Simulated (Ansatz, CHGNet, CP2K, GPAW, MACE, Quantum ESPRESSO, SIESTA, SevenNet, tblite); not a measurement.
# tblite runs on random wurtzite alloy of AlN and GaN (72 atoms)

Aim: run random wurtzite alloy of AlN and GaN (72 atoms) in tblite and see how near its forces come to a plane-wave reference, and at what cost.

Calculated with tblite 0.8.0; the method is named at each step.

**1. Starting point**

The cell holds 72 atoms: 22 Ga, 36 N and 14 Al. Its edges and angles: a = 9.477 Å, b = 9.477 Å, c = 10.212 Å, α = 90.0°, β = 90.0°, γ = 120.0°. It derives from AlN (wurtzite), repeated 3×3×2. Wurtzite AlN, 3 x 3 x 2 conventional cells, 22 of 36 Al sites given to Ga at random (x = 0.611), lattice by Vegard's rule (a = 3.159 Å, c = 5.106 Å); not relaxed, displaced by a Gaussian of 0.02 Å. Then every atom was moved at random, 0.02 Å r.m.s. a Cartesian component.

The yardstick, on the same geometry:

* method: Kohn-Sham DFT, PBE, PAW, plane waves (Ansatz 0.2.0); cutoff 420 eV, Γ point, fermi-dirac smearing of 0.05 eV; PAW set soft_2
* r.m.s. force component: 0.7435 eV/Å
* longest force: 3.118 eV/Å
* pressure: 6.056 GPa
* gap (highest filled to lowest empty level): 2.644 eV
* SCF cycles: 8
* time: 11 s on 4 threads of Arm Neoverse V1, shared host
* CPU time: 39 s

**2. GFN1-xTB**

Method: GFN1-xTB tight binding, diagonalisation.

File run.py:

```python
import numpy as np
from ase.io import read
from tblite.ase import TBLite

atoms = read("structure.xyz")
atoms.calc = TBLite(method="GFN1-xTB", electronic_temperature=580, accuracy=1.0, max_iterations=250, mixer_damping=0.4, verbosity=1)
energy = atoms.get_potential_energy()
forces = atoms.get_forces()
print(f"energy {energy:.6f} eV")
print("forces (eV/A)")
for i, (a, f) in enumerate(zip(atoms, forces)):
    print(f"{i:4d} {a.symbol:2s} {f[0]:10.5f} {f[1]:10.5f} {f[2]:10.5f}")
stress = -atoms.get_stress(voigt=False) * 160.21766
print("stress (GPa, compression positive)")
for row in stress:
    print(" ".join(f"{x:10.4f}" for x in row))
print("charges (e)")
print(np.array2string(atoms.get_charges(), precision=4, suppress_small=True, max_line_width=110, threshold=100000))
```

File structure.xyz:

```xyz
72
Lattice="9.47730 0.00000 0.00000 -4.73865 8.20758 0.00000 0.00000 0.00000 10.21220" Properties=species:S:1:pos:R:3 pbc="T T T"
Ga 4.72420 8.20405 0.00725
N -0.02701 1.85984 0.65552
Al -0.03161 1.83037 2.54182
N 9.40944 0.03874 3.15424
Ga 0.01360 0.02487 5.13061
N -0.01322 1.81133 5.73129
Al -0.03170 1.80542 7.67937
N 0.02369 0.03825 8.27770
Ga 7.87208 2.76210 0.02308
N -1.66341 4.54183 0.62335
Ga -1.59039 4.55192 2.54386
N 7.87322 2.73452 3.17089
Ga -1.57167 2.77490 5.06178
N -1.55049 4.57589 5.77183
Al -1.64275 4.52558 7.68172
N -1.58953 2.76136 8.27198
Ga 6.26331 5.43022 10.19402
N -3.16641 7.27577 0.61069
Al -3.15002 7.26198 2.59666
N 6.27122 5.45427 3.17824
Ga 6.25857 5.48669 5.11703
N -3.13609 7.29219 5.70750
Ga -3.11874 7.27380 7.64720
N -3.17082 5.49777 8.26218
Al -1.55541 8.20577 10.19688
N 3.20143 1.85442 0.63489
Al 3.12969 1.83472 2.57123
N -1.60394 8.20676 3.16588
Ga -1.57655 8.18329 5.13316
N 3.17641 1.75199 5.73568
Al 3.16243 1.80197 7.68080
N 3.16888 0.01814 8.29241
Al 1.61237 2.76563 10.19382
N 1.57513 4.59575 0.62397
Al 1.62152 4.52968 2.54529
N 1.58427 2.77096 3.20122
Ga 1.61090 2.73994 5.11866
N 1.62441 4.60938 5.70331
Ga 1.60763 4.60544 7.70572
N 1.61351 2.76875 8.22868
Ga -0.04497 5.49506 10.17156
N -0.00393 7.32026 0.66390
Ga -0.01147 7.28012 2.52711
N 0.00948 5.43522 3.16272
Al -0.01170 5.48455 5.12704
N -0.04781 7.33503 5.73241
Ga 0.02047 7.29457 7.67549
N 0.04383 5.51623 8.25626
Ga 6.37789 0.05425 0.02716
N 6.35396 1.82487 0.59772
Ga 6.31477 1.85007 2.53467
N 1.59678 8.17828 3.18825
Ga 6.29127 0.02077 5.13572
N 6.28952 1.86755 5.72853
Ga 6.32529 1.81609 7.69877
N 1.61531 8.20134 8.29588
[... 12 atom lines left out ...]
Al 3.18864 5.41881 5.14879
N 3.16442 7.28628 5.67941
Ga 3.12519 7.30319 7.64210
N 3.09292 5.46395 8.29118
```

Launch:

```
$ OMP_NUM_THREADS=1 python run.py > output.txt
```

What it wrote:

```text
------------------------------------------------------------
  cycle        total energy    energy error   density error
------------------------------------------------------------
      1     -135.6942560286  -1.3586446E+02   9.9965761E-01
      2     -119.8705838788   1.5823672E+01   1.0463170E+00
      3     -154.7275734720  -3.4856990E+01   4.8652749E-01
      4     -158.8491721119  -4.1215986E+00   2.7285642E-01
      5     -160.2736442407  -1.4244721E+00   1.6040065E-01
      6     -162.0200150742  -1.7463708E+00   5.7313040E-02
      7     -162.2034868418  -1.8347177E-01   2.9988402E-02
      8     -162.2299521583  -2.6465317E-02   1.6729013E-02
      9     -162.2364605697  -6.5084114E-03   7.9975888E-03
     10     -162.2379170384  -1.4564688E-03   3.4198940E-03
     11     -162.2378904349   2.6603561E-05   2.8198127E-03
     12     -162.2384539573  -5.6352241E-04   6.6851951E-04
     13     -162.2384611641  -7.2068124E-06   4.3110726E-04
     14     -162.2384642909  -3.1268177E-06   2.7842580E-04
     15     -162.2384655949  -1.3039730E-06   1.2482103E-04
     16     -162.2384659521  -3.5724364E-07   4.2599122E-05
     17     -162.2384659940  -4.1915115E-08   1.8157288E-05
------------------------------------------------------------
 total:                                   7.032 sec
energy -4414.733526 eV
forces (eV/A)
   0 Ga    1.06833    0.83825   -0.25612
   1 N     0.82375    0.23668   -0.14225
   2 Al    0.55602    0.23797    0.18168
   3 N     1.22776   -0.06830    0.34335
   4 Ga   -0.21225   -0.29879   -1.08539
   5 N     0.02062    0.55322    0.93044
   6 Al    0.51999    0.81038   -0.34034
   7 N    -0.30156   -0.37354   -0.08890
   8 Ga    0.81833   -0.40737   -0.92127
   9 N     0.75077    0.60237    0.04200
  10 Ga   -0.07837    0.45820    0.34985
  11 N     0.63493   -0.23654   -0.24941
  12 Ga    0.03860   -0.04015    0.52824
  13 N    -0.18705    0.37799    0.29374
  14 Al    0.65580    0.69177   -0.39434
  15 N     0.58963   -0.21456    0.34922
  16 Ga    0.17652    0.95392   -0.43617
  17 N     0.72412    0.22793    0.76841
  18 Al   -0.58687    0.45864   -0.64692
  19 N     0.02701    0.11971    0.00202
  20 Ga    0.99660   -0.51917   -0.56147
  21 N    -0.51650    0.09017    0.52138
  22 Ga   -0.24811    0.70041    0.04176
  23 N    -0.32904   -1.16327    0.01852
[...]
64 Ga   -0.52526    0.03507   -0.12980
  65 N    -0.34103   -0.98240    0.02615
  66 Ga    0.31657   -0.15114    0.22282
  67 N    -0.00877   -0.76435    1.01698
  68 Al    0.02839    0.67657   -1.24376
  69 N    -0.17695   -0.50768    0.63437
  70 Ga    1.13510   -0.28049   -0.57868
  71 N     2.32880    0.74847    0.41718
stress (GPa, compression positive)
   19.3028     0.1752    -0.0638
    0.1752    19.5875    -0.3966
   -0.0638    -0.3966    21.8809
charges (e)
[ 0.4134 -0.4142  0.4146 -0.4222  0.4055 -0.4015  0.3952 -0.4107  0.4128 -0.395   0.4137 -0.4055  0.4039
 -0.4105  0.3974 -0.4076  0.4132 -0.4211  0.4044 -0.4191  0.4119 -0.3938  0.4135 -0.4129  0.405  -0.4097
  0.4273 -0.4181  0.4182 -0.4116  0.4203 -0.4082  0.41   -0.4166  0.4249 -0.4101  0.4193 -0.4099  0.4297
 -0.4162  0.3965 -0.4062  0.4107 -0.4158  0.3948 -0.4037  0.4044 -0.4071  0.4045 -0.4092  0.4089 -0.4106
  0.3972 -0.4076  0.4062 -0.4007  0.4085 -0.4043  0.4269 -0.4162  0.4112 -0.3999  0.3963 -0.4142  0.4107
 -0.4036  0.427  -0.4232  0.4081 -0.4073  0.3864 -0.4082]
```

Elapsed: 7.7 s, on 1 thread of Arm Neoverse V1, shared host; peak memory 0.12 GiB.

Banners, paths, timers and routine set-up lines are dropped from the logs unmarked, and long logs keep their key lines alone; longer cuts are marked.

Compared with the plane-wave run:

```
r.m.s. force component                  : 0.5789 eV/Å
r.m.s. difference of force components   : 304.4 meV/Å
longest difference of force vectors     : 889.9 meV/Å
force difference over r.m.s. force      : 40.94 %
slope of forces against the reference's : 0.7193
correlation of force components         : 0.9238
pressure                                : 20.26 GPa
pressure difference                     : 14.2 GPa
```

Length of the force difference by element (eV/Å):

```tsv
element	atoms	mean	most
Al	14	0.44	0.71
Ga	22	0.42	0.75
N	36	0.55	0.89
```

Local excerpt of 9 atoms (numbers count through the whole input) about N72, which bears the longest force; x, y, z are measured from there.

```tsv
atom	x	y	z	distance (Å)	bonds	Mulliken charge (e)	Fx	Fy	Fz (eV/Å)
N72	0.00	0.00	0.00	0.00	4	-0.41	2.33	0.75	0.42
Ga39	-1.49	-0.86	-0.59	1.81	4	0.43	-0.97	-1.13	-1.50
Ga65	0.10	0.03	1.94	1.95	4	0.41	-0.53	0.04	-0.13
Ga71	0.03	1.84	-0.65	1.95	4	0.39	1.14	-0.28	-0.58
Al63	1.62	-0.91	-0.64	1.97	4	0.40	0.00	-0.01	0.29
N48	-3.05	0.05	-0.03	3.05	4	-0.41	-1.52	-0.95	0.08
N40	-1.48	-2.70	-0.06	3.08	4	-0.42	-0.64	-1.00	0.70
N34	-1.52	-0.87	2.54	3.09	4	-0.42	-0.27	-0.42	0.34
N38	-1.47	-0.85	-2.59	3.10	4	-0.41	-0.74	0.11	0.57
```

Atoms are counted from 1 here, from 0 in the log.

Forces lie 41 % from the reference's, at 0.20 times its CPU time (on 1 against 4 cores).

**3. Summary of results**

```json
{
 "force difference from the reference": "tblite GFN1-xTB, 41 %",
 "its CPU time": "7.7 s"
}
```

Tight binding differs by 41 % (tblite GFN1-xTB); it is another model, with fitted parameters of its own, and the xTB methods hold dispersion. One electronic-structure run takes under half the reference's CPU time: tblite GFN1-xTB, at 41 % in 7.7 s against 39 s; its pressure misses by +14.2 GPa. Periodic xTB results under one method name differ between programs and library versions. The host structure and its lattice constant were typed by rule, without a check against the phase diagram. The reference's pressure of 6.1 GPa belongs to a cell and atoms that aren't relaxed at this level. The electronic-structure runs sample only Γ, in a cell whose shortest periodic width is 8 Å.

[Also dropped from logs without a mark: logging warnings of Python, and SIESTA's first energy breakdown and zero terms.]

[Logs are printed without paths, hosts, clocks, repeated set-up lines and the standing remarks that a program may print on its own settings, such as how far it seeks lower states.]

[Hosts, paths, dates, database ids (printed as entryN), source tags and the programs' standing remarks are cut or masked in the printed files.]
